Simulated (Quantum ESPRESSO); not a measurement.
# AlV2C: which shell does photoemission see at 40.8 and 9251.7 eV? (LDA)

The valence band of AlV2C mixes several shells. Work out by hand which one leads the spectrum's area at each photon energy.

Filled states come from the projected DOS of Quantum ESPRESSO 7.5 (LDA, plane waves); cross sections σ and asymmetry parameters β are those of free atoms in a Dirac–Hartree–Slater calculation. A shell's area is states × σ × angular factor, which is 1 + β·P₂(cos θ) for linear light, with θ = 10° from the polarisation and P₂ = 0.955.

**At 40.8 eV** (states counted from 14.2 eV below the zero; other shells add 0.91 to the products' sum of 64):

```
shell  filled states a cell  cross section (Mb an electron)     β  angular factor  product  share by hand (%)  share in the simulated spectrum (%)
 V 4s                  1.89                          0.0608  2.00            2.91    0.335                  1                                    1
 V 3d                 16.01                            1.94  0.46            1.44     44.6                 70                                   70
Al 3s                  1.95                           0.152  2.00            2.91    0.864                  1                                    1
 C 2s                  2.62                           0.556  2.00            2.91     4.24                  7                                    7
 C 2p                  6.40                           0.837  1.50            2.43       13                 20                                   20
```

**At 9251.7 eV** (states counted from 14.2 eV below the zero; other shells add 5.6e-07 to the products' sum of 4.9e-05):

| shell | filled states a cell | cross section (Mb an electron) | β | angular factor | product | share by hand (%) | share in the simulated spectrum (%) |
| --- | --- | --- | --- | --- | --- | --- | --- |
| V 4s | 1.89 | 3.83e-06 | 2.00 | 2.91 | 2.11e-05 | 43 | 43 |
| V 3d | 16.01 | 6.85e-08 | 0.28 | 1.27 | 1.39e-06 | 3 | 3 |
| Al 3s | 1.95 | 2.87e-06 | 2.00 | 2.91 | 1.62e-05 | 33 | 33 |
| C 2s | 2.62 | 1.27e-06 | 2.00 | 2.91 | 9.67e-06 | 20 | 20 |
| C 2p | 6.40 | 6.46e-09 | 0.02 | 1.02 | 4.22e-08 | 0 | 0 |

V 3d leads at 40.8 eV and V 4s at 9251.7 eV. Between the two energies σ of V 3d changes by a factor 3.5e-8 and that of V 4s by 6.3e-5, so their ratio moves 1781-fold in favour of the second. The simulated spectrum uses the same rule on the energy-resolved DOS, so the two share columns agree within a few points.

Only crystals where the two columns agree within 4 points and the lead is clear are worked in this form. Free-atom cross sections ignore the solid's final states, no escape depth or background enters, and the count of states a shell hangs on the projection.

[Logs are printed without paths, hosts, clocks, repeated set-up lines and the standing remarks that a program may print on its own settings, such as how far it seeks lower states.]
